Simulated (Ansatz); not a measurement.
## Preparing KPO3 (Pnma) as a host crystal

Aim: the runs on the perfect crystal KPO3 (Pnma) that a defect calculation needs first.

Main program and level: Ansatz 0.2.0; plane-wave PAW DFT, PBEsol; relaxation of the host's cell and atoms, in the first sound run; inputs show where later runs differ.

### 1. Starting point

The structure is orthorhombic, space group Pnma (No. 62). Conventional cell: a = 4.445 Å, b = 5.817 Å, c = 12.426 Å, α = 90.00°, β = 90.00°, γ = 90.00°. K has 8 O at 2.74 to 3.29 Å and 1 P at 3.32 Å nearest. Nearest to P lie 4 O at 1.48 to 1.61 Å. Nearest to O lie 3 P at 1.61 to 2.94 Å and 2 K at 3.29 Å. Nearest to O lie 1 P at 1.48 Å and 3 K at 2.74 to 2.89 Å. Farther neighbours and most contacts between anions are not listed.

### 2. Host cell relaxation

Cell and atoms are relaxed together, until forces and stress fall under their thresholds.

File cell/input.yaml:

```yaml
crystal:
  lattice:
    - [4.4452682, 0.0, 0.0]
    - [0.0, 5.8167502, 0.0]
    - [0.0, 0.0, 12.4258608]
  atoms:
    - { symbol: K, position: [0.23203988, 0.75, 0.59251665] }
    - { symbol: K, position: [0.73203988, 0.75, 0.90748335] }
    - { symbol: K, position: [0.76796012, 0.25, 0.40748335] }
    - { symbol: K, position: [0.26796012, 0.25, 0.09251665] }
    - { symbol: P, position: [0.68052471, 0.25, 0.6724618] }
    - { symbol: P, position: [0.18052471, 0.25, 0.8275382] }
    - { symbol: P, position: [0.31947529, 0.75, 0.3275382] }
    - { symbol: P, position: [0.81947529, 0.75, 0.1724618] }
    - { symbol: O, position: [0.33377649, 0.25, 0.71011884] }
    - { symbol: O, position: [0.83377649, 0.25, 0.78988116] }
    - { symbol: O, position: [0.66622351, 0.75, 0.28988116] }
    - { symbol: O, position: [0.16622351, 0.75, 0.21011884] }
    - { symbol: O, position: [0.26012539, 0.52972684, 0.38389981] }
    - { symbol: O, position: [0.76012539, 0.97027316, 0.11610019] }
    - { symbol: O, position: [0.73987461, 0.02972684, 0.61610019] }
    - { symbol: O, position: [0.23987461, 0.47027316, 0.88389981] }
    - { symbol: O, position: [0.76012539, 0.52972684, 0.11610019] }
    - { symbol: O, position: [0.26012539, 0.97027316, 0.38389981] }
    - { symbol: O, position: [0.23987461, 0.02972684, 0.88389981] }
    - { symbol: O, position: [0.73987461, 0.47027316, 0.61610019] }
basis:
  ecutwfc: 420
  xc_grid: 2
hamiltonian:
  xc: pbesol
kpoints:
  mp_grid: { grid: [6, 5, 3] }
scf:
  occupations: { method: fixed }
  max_iter: 100
relax:
  f_tol: 0.005
  max_steps: 60
  cell: {}
output:
  forces: true
  stress: true
checkpoint:
  write: "../cell.run"
  compress: false
  write_wavefunctions: false
  write_every: 100000
```

Run with:

```sh
$ ansatz run input.yaml --threads 2 --pin off --max-ram 3768MiB --backend cpu --events-out ev --progress --plain --runs-dir out
```

Numbers of over 12 decimals in the logs are rounded to 6 here.

Output:

```text
[... repeated set-up lines and file paths are left out, and long positions are rounded to six places ...]
Engine: ansatz 0.2.0, aarch64-unknown-linux-gnu
Pseudopotentials: kind: paw
Pseudopotential: K, paw, valence charge 9, recommended cutoff 420 eV (normal), K.paw.azcp
Pseudopotential: P, paw, valence charge 5, recommended cutoff 420 eV (normal), P.paw.azcp
Pseudopotential: O, paw, valence charge 6, recommended cutoff 420 eV (normal), O.paw.azcp
Functional definition: PBEsol
  exchange = pbesol_x
  correlation = pbesol_c
Crystal: 20 atoms, lattice volume = 321.296 Å³
Basis set: ecut = 420 eV, 6281 PW (Γ), exchange–correlation on 60×80×180 points (8 copies of the dense FFT grid, shifted against one another)
Bands: 84, of which v1, the nominal top of the filled ones, is band 64 counted from 1 (63 counted from 0)
Symmetry: 8 space group operations
Space group: Pnma (ITA 62), of the structure as read, at distance tolerance 6.8e-5 Å
k-points: 24 of 90
Non-local potential: K, projectors of the file, l = 0: 3, l = 1: 2, l = 2: 2
Non-local potential: P, projectors of the file, l = 0: 2, l = 1: 2, l = 2: 2
Non-local potential: O, projectors of the file, l = 0: 2, l = 1: 2, l = 2: 1
PAW form: soft (Blöchl's): semilocal exchange-correlation on the pseudo side does not see the compensation charge
PAW frozen core: K, regenerated for the run's functional, and the local potential with it (the file was generated under x = pbe(κ = 0.804, μ = 0.219515), c = pbe(β = 0.066725))
PAW frozen core: P, regenerated for the run's functional, and the local potential with it (the file was generated under x = pbe(κ = 0.804, μ = 0.219515), c = pbe(β = 0.066725))
PAW frozen core: O, regenerated for the run's functional, and the local potential with it (the file was generated under x = pbe(κ = 0.804, μ = 0.219515), c = pbe(β = 0.066725))
PAW one-centre angular grid: K, 110 points (default); XC on 64 Gauss nodes
PAW one-centre angular grid: P, 110 points (default); XC on 64 Gauss nodes
PAW one-centre angular grid: O, 110 points (default); XC on 64 Gauss nodes
Initial density: superposition of atomic densities (neutral atoms: chi_scale 0, normalization atom), corrected by the library's trained network
Initial wavefunctions: pseudopotential atomic-orbital guess
Functional: x = pbesol(κ = 0.804, μ = 0.123457), c = pbesol(β = 0.046)
SCF iter   1: F=—  HF=-15770.031358 eV  |F-HF|=—  |Δ(HF+E_count)|=         —  Δρ=8.99e-3  dr2=1.87e-1  ethr=1.77e-3  ⟨swp⟩=6.0  Hψ=7751  notcnv=0  defer=423
preconditioner: auto → Resta (q_TF=auto, 2.340 Å⁻¹)  ε∞=2.9  [insulator: Δε(μ)=4.933 eV  Ē_g=16.443 eV  n_scr=74 (ndim 8)  ℏωp=22.7 eV  f_vac=0.169  ε∞_Penn≈2.9]
SCF iter   2: F=—  HF=-15769.980449 eV  |F-HF|=—  |Δ(HF+E_count)|=   5.09e-2  Δρ=1.73e-3  dr2=6.00e-3  ethr=1.46e-4  ⟨swp⟩=3.0  Hψ=3570  notcnv=0  defer=431
SCF iter   3: F=—  HF=-15769.980841 eV  |F-HF|=—  |Δ(HF+E_count)|=   3.92e-4  Δρ=7.66e-4  dr2=1.19e-3  ethr=4.68e-6  ⟨swp⟩=3.0  Hψ=3027  notcnv=0  defer=288
automatic band count: iteration 3 solves 78 bands in place of 84: the levels show a gap, and the empty bands left out lie too high to hold charge; the band table lists the bands solved (type scf.n_extra_bands for more)
SCF iter   4: F=—  HF=-15769.981514 eV  |F-HF|=—  |Δ(HF+E_count)|=   6.72e-4  Δρ=3.79e-4  dr2=3.25e-4  ethr=9.26e-7  ⟨swp⟩=2.5  Hψ=2999  notcnv=0  defer=288
SCF iter   5: F=—  HF=-15769.981609 eV  |F-HF|=—  |Δ(HF+E_count)|=   9.55e-5  Δρ=7.94e-5  dr2=1.43e-5  ethr=2.54e-7  ⟨swp⟩=2.0  Hψ=2785  notcnv=0  defer=284
SCF iter   6: F=—  HF=-15769.981280 eV  |F-HF|=—  |Δ(HF+E_count)|=   3.29e-4  Δρ=1.58e-5  dr2=9.66e-7  ethr=1.12e-8  ⟨swp⟩=2.0  Hψ=3208  notcnv=0  defer=282
SCF iter   7: F=-15769.981282 eV  HF=-15769.981282 eV  |F-HF|=1.01e-7  |Δ(HF+E_count)|=   1.68e-6  Δρ=3.43e-6  dr2=6.50e-8  ethr=7.81e-11  ⟨swp⟩=5.0  Hψ=7214  notcnv=0
SCF 1 converged in 7 iterations: F = -15769.981282 eV  dr2 = 6.50e-8
  greatest PAW one-centre occupation: 0.986 electrons in one spin orbital (limit 2), on the K atom at site 3 (counted from 0), in its partial waves of l = 0
relax step   1: F+E_penalty+E_count = -15769.98128186 eV  Δ(F+E_penalty+E_count) = +0.000e0 eV  max|allowed force component| = 6.007e-1 eV/Å  Δτ_max = 0.0000 Å  P = +2.367 GPa  Ω = 321.296 Å³  (7 SCF iters, dr2 threshold 1.00e-7 eV, accepted)
[... the SCF cycles and remarks between the steps are left out from here to the last step ...]
relax step   2: F+E_penalty+E_count = -15770.01041284 eV  Δ(F+E_penalty+E_count) = -2.913e-2 eV  max|allowed force component| = 3.033e-1 eV/Å  Δτ_max = 0.0847 Å  P = +1.245 GPa  Ω = 324.374 Å³  energy of the carried Pulay correction = -9.156e-3 eV  (7 SCF iters, dr2 threshold 2.00e-6 eV, accepted)
relax step   3: F+E_penalty+E_count = -15770.03068852 eV  Δ(F+E_penalty+E_count) = -2.028e-2 eV  max|allowed force component| = 1.016e-1 eV/Å  Δτ_max = 0.0323 Å  P = +0.141 GPa  Ω = 325.178 Å³  energy of the carried Pulay correction = -1.153e-2 eV  (6 SCF iters, dr2 threshold 2.00e-6 eV, accepted)
relax step   4: F+E_penalty+E_count = -15770.03755498 eV  Δ(F+E_penalty+E_count) = -6.866e-3 eV  max|allowed force component| = 7.830e-2 eV/Å  Δτ_max = 0.0090 Å  P = +0.161 GPa  Ω = 323.897 Å³  energy of the carried Pulay correction = -7.743e-3 eV  (6 SCF iters, dr2 threshold 6.45e-7 eV, accepted)
relax step   5: F+E_penalty+E_count = -15770.03787678 eV  Δ(F+E_penalty+E_count) = -3.218e-4 eV  max|allowed force component| = 4.502e-2 eV/Å  Δτ_max = 0.0072 Å  P = -0.032 GPa  Ω = 324.328 Å³  energy of the carried Pulay correction = -9.021e-3 eV  (6 SCF iters, dr2 threshold 3.83e-7 eV, accepted)
relax step   6: F+E_penalty+E_count = -15770.03871979 eV  Δ(F+E_penalty+E_count) = -8.430e-4 eV  max|allowed force component| = 2.560e-2 eV/Å  Δτ_max = 0.0014 Å  P = -0.011 GPa  Ω = 324.113 Å³  energy of the carried Pulay correction = -8.383e-3 eV  (5 SCF iters, dr2 threshold 1.27e-7 eV, accepted)
relax step   7: F+E_penalty+E_count = -15770.03867471 eV  Δ(F+E_penalty+E_count) = +4.508e-5 eV  max|allowed force component| = 2.471e-3 eV/Å  Δτ_max = 0.0017 Å  P = +0.001 GPa  Ω = 324.158 Å³  energy of the carried Pulay correction = -8.518e-3 eV  (5 SCF iters, dr2 threshold 4.10e-8 eV, accepted)
relax step   8: F+E_penalty+E_count = -15770.04813849 eV  Δ(F+E_penalty+E_count) = -9.464e-3 eV  max|allowed force component| = 2.314e-3 eV/Å  Δτ_max = 0.0000 Å  P = +0.054 GPa  Ω = 324.158 Å³  stress off target by 8.68e-2 GPa  SCF on the basis re-selected at this cell (its energy is not comparable with the rows above)  (6 SCF iters)
relax step   9: F+E_penalty+E_count = -15770.04624077 eV  Δ(F+E_penalty+E_count) = +1.898e-3 eV  max|allowed force component| = 7.691e-3 eV/Å  Δτ_max = 0.0036 Å  P = -0.008 GPa  Ω = 324.850 Å³  energy of the carried Pulay correction = -2.067e-3 eV  (7 SCF iters, dr2 threshold 1.88e-8 eV, accepted)
relax step  10: F+E_penalty+E_count = -15770.04588219 eV  Δ(F+E_penalty+E_count) = +3.586e-4 eV  max|allowed force component| = 6.795e-3 eV/Å  Δτ_max = 0.0017 Å  P = +0.013 GPa  Ω = 324.974 Å³  energy of the carried Pulay correction = -2.436e-3 eV  (7 SCF iters, dr2 threshold 3.70e-9 eV, accepted)
relax step  11: F+E_penalty+E_count = -15770.04600534 eV  Δ(F+E_penalty+E_count) = -1.231e-4 eV  max|allowed force component| = 9.983e-4 eV/Å  Δτ_max = 0.0006 Å  P = -0.003 GPa  Ω = 324.936 Å³  energy of the carried Pulay correction = -2.322e-3 eV  (5 SCF iters, dr2 threshold 2.89e-9 eV, accepted)
iter 1 solved again at ethr=5.62e-8 eV; its pass at ethr=3.10e-3 eV (dr2=7.19e-5 eV) is discarded
SCF iter   1: F=—  HF=-15770.048484 eV  |F-HF|=—  |Δ(HF+E_count)|=         —  Δρ=4.86e-5  dr2=3.23e-7  ethr=5.62e-8  ⟨swp⟩=4.8  Hψ=13774  notcnv=0  defer=432
SCF iter   2: F=—  HF=-15770.048293 eV  |F-HF|=—  |Δ(HF+E_count)|=   1.92e-4  Δρ=2.43e-5  dr2=8.97e-8  ethr=2.53e-10  ⟨swp⟩=3.0  Hψ=3676  notcnv=0  defer=432
SCF iter   3: F=—  HF=-15770.048357 eV  |F-HF|=—  |Δ(HF+E_count)|=   6.42e-5  Δρ=7.31e-6  dr2=1.32e-8  ethr=7.01e-11  ⟨swp⟩=2.0  Hψ=2851  notcnv=0  defer=432
SCF iter   4: F=—  HF=-15770.048363 eV  |F-HF|=—  |Δ(HF+E_count)|=   5.79e-6  Δρ=5.26e-7  dr2=5.04e-10  ethr=1.03e-11  ⟨swp⟩=2.0  Hψ=3027  notcnv=0  defer=432
SCF iter   5: F=-15770.048363 eV  HF=-15770.048363 eV  |F-HF|=2.67e-10  |Δ(HF+E_count)|=   2.96e-9  Δρ=1.59e-7  dr2=6.38e-11  ethr=1.00e-12  ⟨swp⟩=5.0  Hψ=6883  notcnv=0
SCF 12 converged in 5 iterations: F = -15770.048363 eV  dr2 = 6.38e-11
relax step  12: F+E_penalty+E_count = -15770.04836281 eV  Δ(F+E_penalty+E_count) = -2.357e-3 eV  max|allowed force component| = 9.626e-4 eV/Å  Δτ_max = 0.0000 Å  P = +0.003 GPa  Ω = 324.936 Å³  stress off target by 1.35e-2 GPa  SCF on the basis re-selected at this cell (its energy is not comparable with the rows above)  (5 SCF iters)
basis re-selected at this cell: Δ(F+E_penalty+E_count) = -2.357e-3 eV, ΔP = +0.006 GPa vs the last step (what re-selecting the basis moved, of the pressure what is left beyond the Pulay correction that the steps carried, after the strain that the cell walked [...]
SCF converged after 5 iterations
Free energy (F): -15770.048363 eV
Harris-Foulkes:  -15770.048363 eV  (|F-HF|=2.67e-10)
Internal energy: -15770.048363 eV  (E = F + TS)
E sigma→0 (E₀):  -15770.048363 eV
Fermi energy:    2.441079 eV
--- Per-component energies (eV) ---
  E_band       = -837.057518
  E_kinetic    = 3454.742283
  E_local      = -8674.161217  (includes V_loc(G=0)·N_el)
  E_nonlocal   = 757.342925
  E_hartree    = 3121.029801
  E_xc         = -1664.781890
  E_vxc        = -2035.144820  (∫ρ·V_xc dr)
  E_paw        = -7095.967619  (= ΣΔE_a)
  E_vpaw       = -581.926216  (= ΣTr[D̂ρ^β])
  E_aug_tail   = 0.029760  (compensation charges beyond the density's cutoff)
  E_ewald      = -5669.321785
  E_core_change = 1.039380  (= ΣΔE_core)
  E_smearing   = -0.000000  (= −TS)
  E_closure    = -0.000000  (closes the sum)
  Σ components = -15770.048363   (vs F -15770.048363, Δ=0.00e0)
--- Forces (eV/Å), atoms counted from 1 ---
  atom   1  K      0.00001552     0.00000000    -0.00025959
  atom   2  K      0.00001552     0.00000000     0.00025959
  atom   3  K     -0.00001552     0.00000000     0.00025959
  atom   4  K     -0.00001552     0.00000000    -0.00025959
  atom   5  P     -0.00088475     0.00000000     0.00071256
  atom   6  P     -0.00088475     0.00000000    -0.00071256
  atom   7  P      0.00088475     0.00000000    -0.00071256
  atom   8  P      0.00088475     0.00000000     0.00071256
  atom   9  O      0.00062279     0.00000000    -0.00026423
  atom  10  O      0.00062279     0.00000000     0.00026423
  atom  11  O     -0.00062279     0.00000000     0.00026423
  atom  12  O     -0.00062279     0.00000000    -0.00026423
  atom  13  O     -0.00012476     0.00096256     0.00038479
  atom  14  O     -0.00012476    -0.00096256    -0.00038479
  atom  15  O      0.00012476     0.00096256    -0.00038479
  atom  16  O      0.00012476    -0.00096256     0.00038479
  atom  17  O     -0.00012476     0.00096256    -0.00038479
  atom  18  O     -0.00012476    -0.00096256     0.00038479
  atom  19  O      0.00012476     0.00096256     0.00038479
  atom  20  O      0.00012476    -0.00096256    -0.00038479
  max |Σ_I F_I| component: 1.73e-18 eV/Å
--- Stress (GPa, compression-positive) ---
       -0.001220       0.000000       0.000000
        0.000000      -0.002796       0.000000
        0.000000       0.000000       0.013517
  P = ⅓ Tr σ = 0.0032 GPa (0.032 kbar)
--- Relaxed structure (10 steps of the walk, 10 accepted, 2 SCFs on fresh bases) ---
  F+E_penalty+E_count = -15770.04836281 eV   max|allowed force component| = 9.626e-4 eV/Å   (the final SCF, on the basis selected at the relaxed cell)
  cell:  # Å, volume = 324.9359 Å³
    - [4.444127, 0.0, 0.0]
    - [0.0, 5.831932, 0.0]
    - [0.0, 0.0, 12.537149]
  atoms:
    - { symbol: K, position: [0.225255, 0.750000, 0.589504] }
    - { symbol: K, position: [0.725255, 0.750000, 0.910496] }
    - { symbol: K, position: [0.774745, 0.250000, 0.410496] }
    - { symbol: K, position: [0.274745, 0.250000, 0.089504] }
    - { symbol: P, position: [0.674625, 0.250000, 0.672508] }
    - { symbol: P, position: [0.174625, 0.250000, 0.827492] }
    - { symbol: P, position: [0.325375, 0.750000, 0.327492] }
    - { symbol: P, position: [0.825375, 0.750000, 0.172508] }
    - { symbol: O, position: [0.323633, 0.250000, 0.709252] }
    - { symbol: O, position: [0.823633, 0.250000, 0.790748] }
    - { symbol: O, position: [0.676367, 0.750000, 0.290748] }
    - { symbol: O, position: [0.176367, 0.750000, 0.209252] }
    - { symbol: O, position: [0.265869, 0.528851, 0.384138] }
    - { symbol: O, position: [0.765869, 0.971149, 0.115862] }
    - { symbol: O, position: [0.734131, 0.028851, 0.615862] }
    - { symbol: O, position: [0.234131, 0.471149, 0.884138] }
    - { symbol: O, position: [0.765869, 0.528851, 0.115862] }
    - { symbol: O, position: [0.265869, 0.971149, 0.384138] }
    - { symbol: O, position: [0.234131, 0.028851, 0.884138] }
    - { symbol: O, position: [0.734131, 0.471149, 0.615862] }
```

It took 3 min on 2 threads of Arm Neoverse V2, shared host; peak memory 0.89 GiB; 5.8 min of CPU time.

Step by step:

| step | energy less that of the first step (eV) | largest force component (eV/Å) | pressure (GPa) | volume (Å³) |
| --- | --- | --- | --- | --- |
| 1 | 0.0000 | 0.6007 | 2.37 | 321.30 |
| 2 | -0.0291 | 0.3033 | 1.24 | 324.37 |
| 3 | -0.0494 | 0.1016 | 0.14 | 325.18 |
| 4 | -0.0563 | 0.0783 | 0.16 | 323.90 |
| 5 | -0.0566 | 0.0450 | -0.03 | 324.33 |
| 6 | -0.0574 | 0.0256 | -0.01 | 324.11 |
| 7 | -0.0574 | 0.0025 | 0.00 | 324.16 |
| 8 | -0.0669 | 0.0023 | 0.05 | 324.16 |
| 9 | -0.0650 | 0.0077 | -0.01 | 324.85 |
| 10 | -0.0646 | 0.0068 | 0.01 | 324.97 |
| 11 | -0.0647 | 0.0010 | 0.00 | 324.94 |
| 12* | -0.0671 | 0.0010 | 0.00 | 324.94 |

Relaxation steps marked * repeat the geometry before them on a plane-wave basis chosen anew for their cell, so energy and pressure can jump there. The log counts 2 steps on a newly chosen plane-wave basis, not all of them marked here; energy and pressure can jump at such steps.

The run keeps the 8 symmetry operations that it works with, so distortions that break them were not tested.

| conventional cell, symmetrised | before | after | change |
| --- | --- | --- | --- |
| a (Å) | 4.445 | 4.444 | -0.0 % |
| b (Å) | 5.817 | 5.832 | +0.3 % |
| c (Å) | 12.426 | 12.537 | +0.9 % |
| volume (Å³/atom) | 16.06 | 16.25 | +1.1 % |

The atoms that moved most (Å, as changes of fractional coordinates times the final cell):

| atom | dx | dy | dz | length |
| --- | --- | --- | --- | --- |
| K3 | 0.030 | 0.000 | 0.038 | 0.048 |
| K1 | -0.030 | 0.000 | -0.038 | 0.048 |
| K4 | 0.030 | 0.000 | -0.038 | 0.048 |
| K2 | -0.030 | 0.000 | 0.038 | 0.048 |
| O9 | -0.045 | 0.000 | -0.011 | 0.046 |
| O10 | -0.045 | 0.000 | 0.011 | 0.046 |
| O12 | 0.045 | 0.000 | -0.011 | 0.046 |
| O11 | 0.045 | 0.000 | 0.011 | 0.046 |

Numbers from this step:

```yaml
pressure: 0.003167 GPa
```

The relaxation ends with a largest force component of 9.6e-4 eV/Å and a pressure of 0.00 GPa.

(Continued in part 2 of 2.)

[Logs are printed without paths, hosts, clocks, repeated set-up lines and the standing remarks that a program may print on its own settings, such as how far it seeks lower states.]

[Hosts, paths, dates, database ids (printed as entryN), source tags and the programs' standing remarks are cut or masked in the printed files.]

[Runs of the host that timed out are not shown.]

[For some hosts the program warned that the k-mesh of the response run may be too coarse for force constants and the static dielectric constant; such warnings are not always shown.]
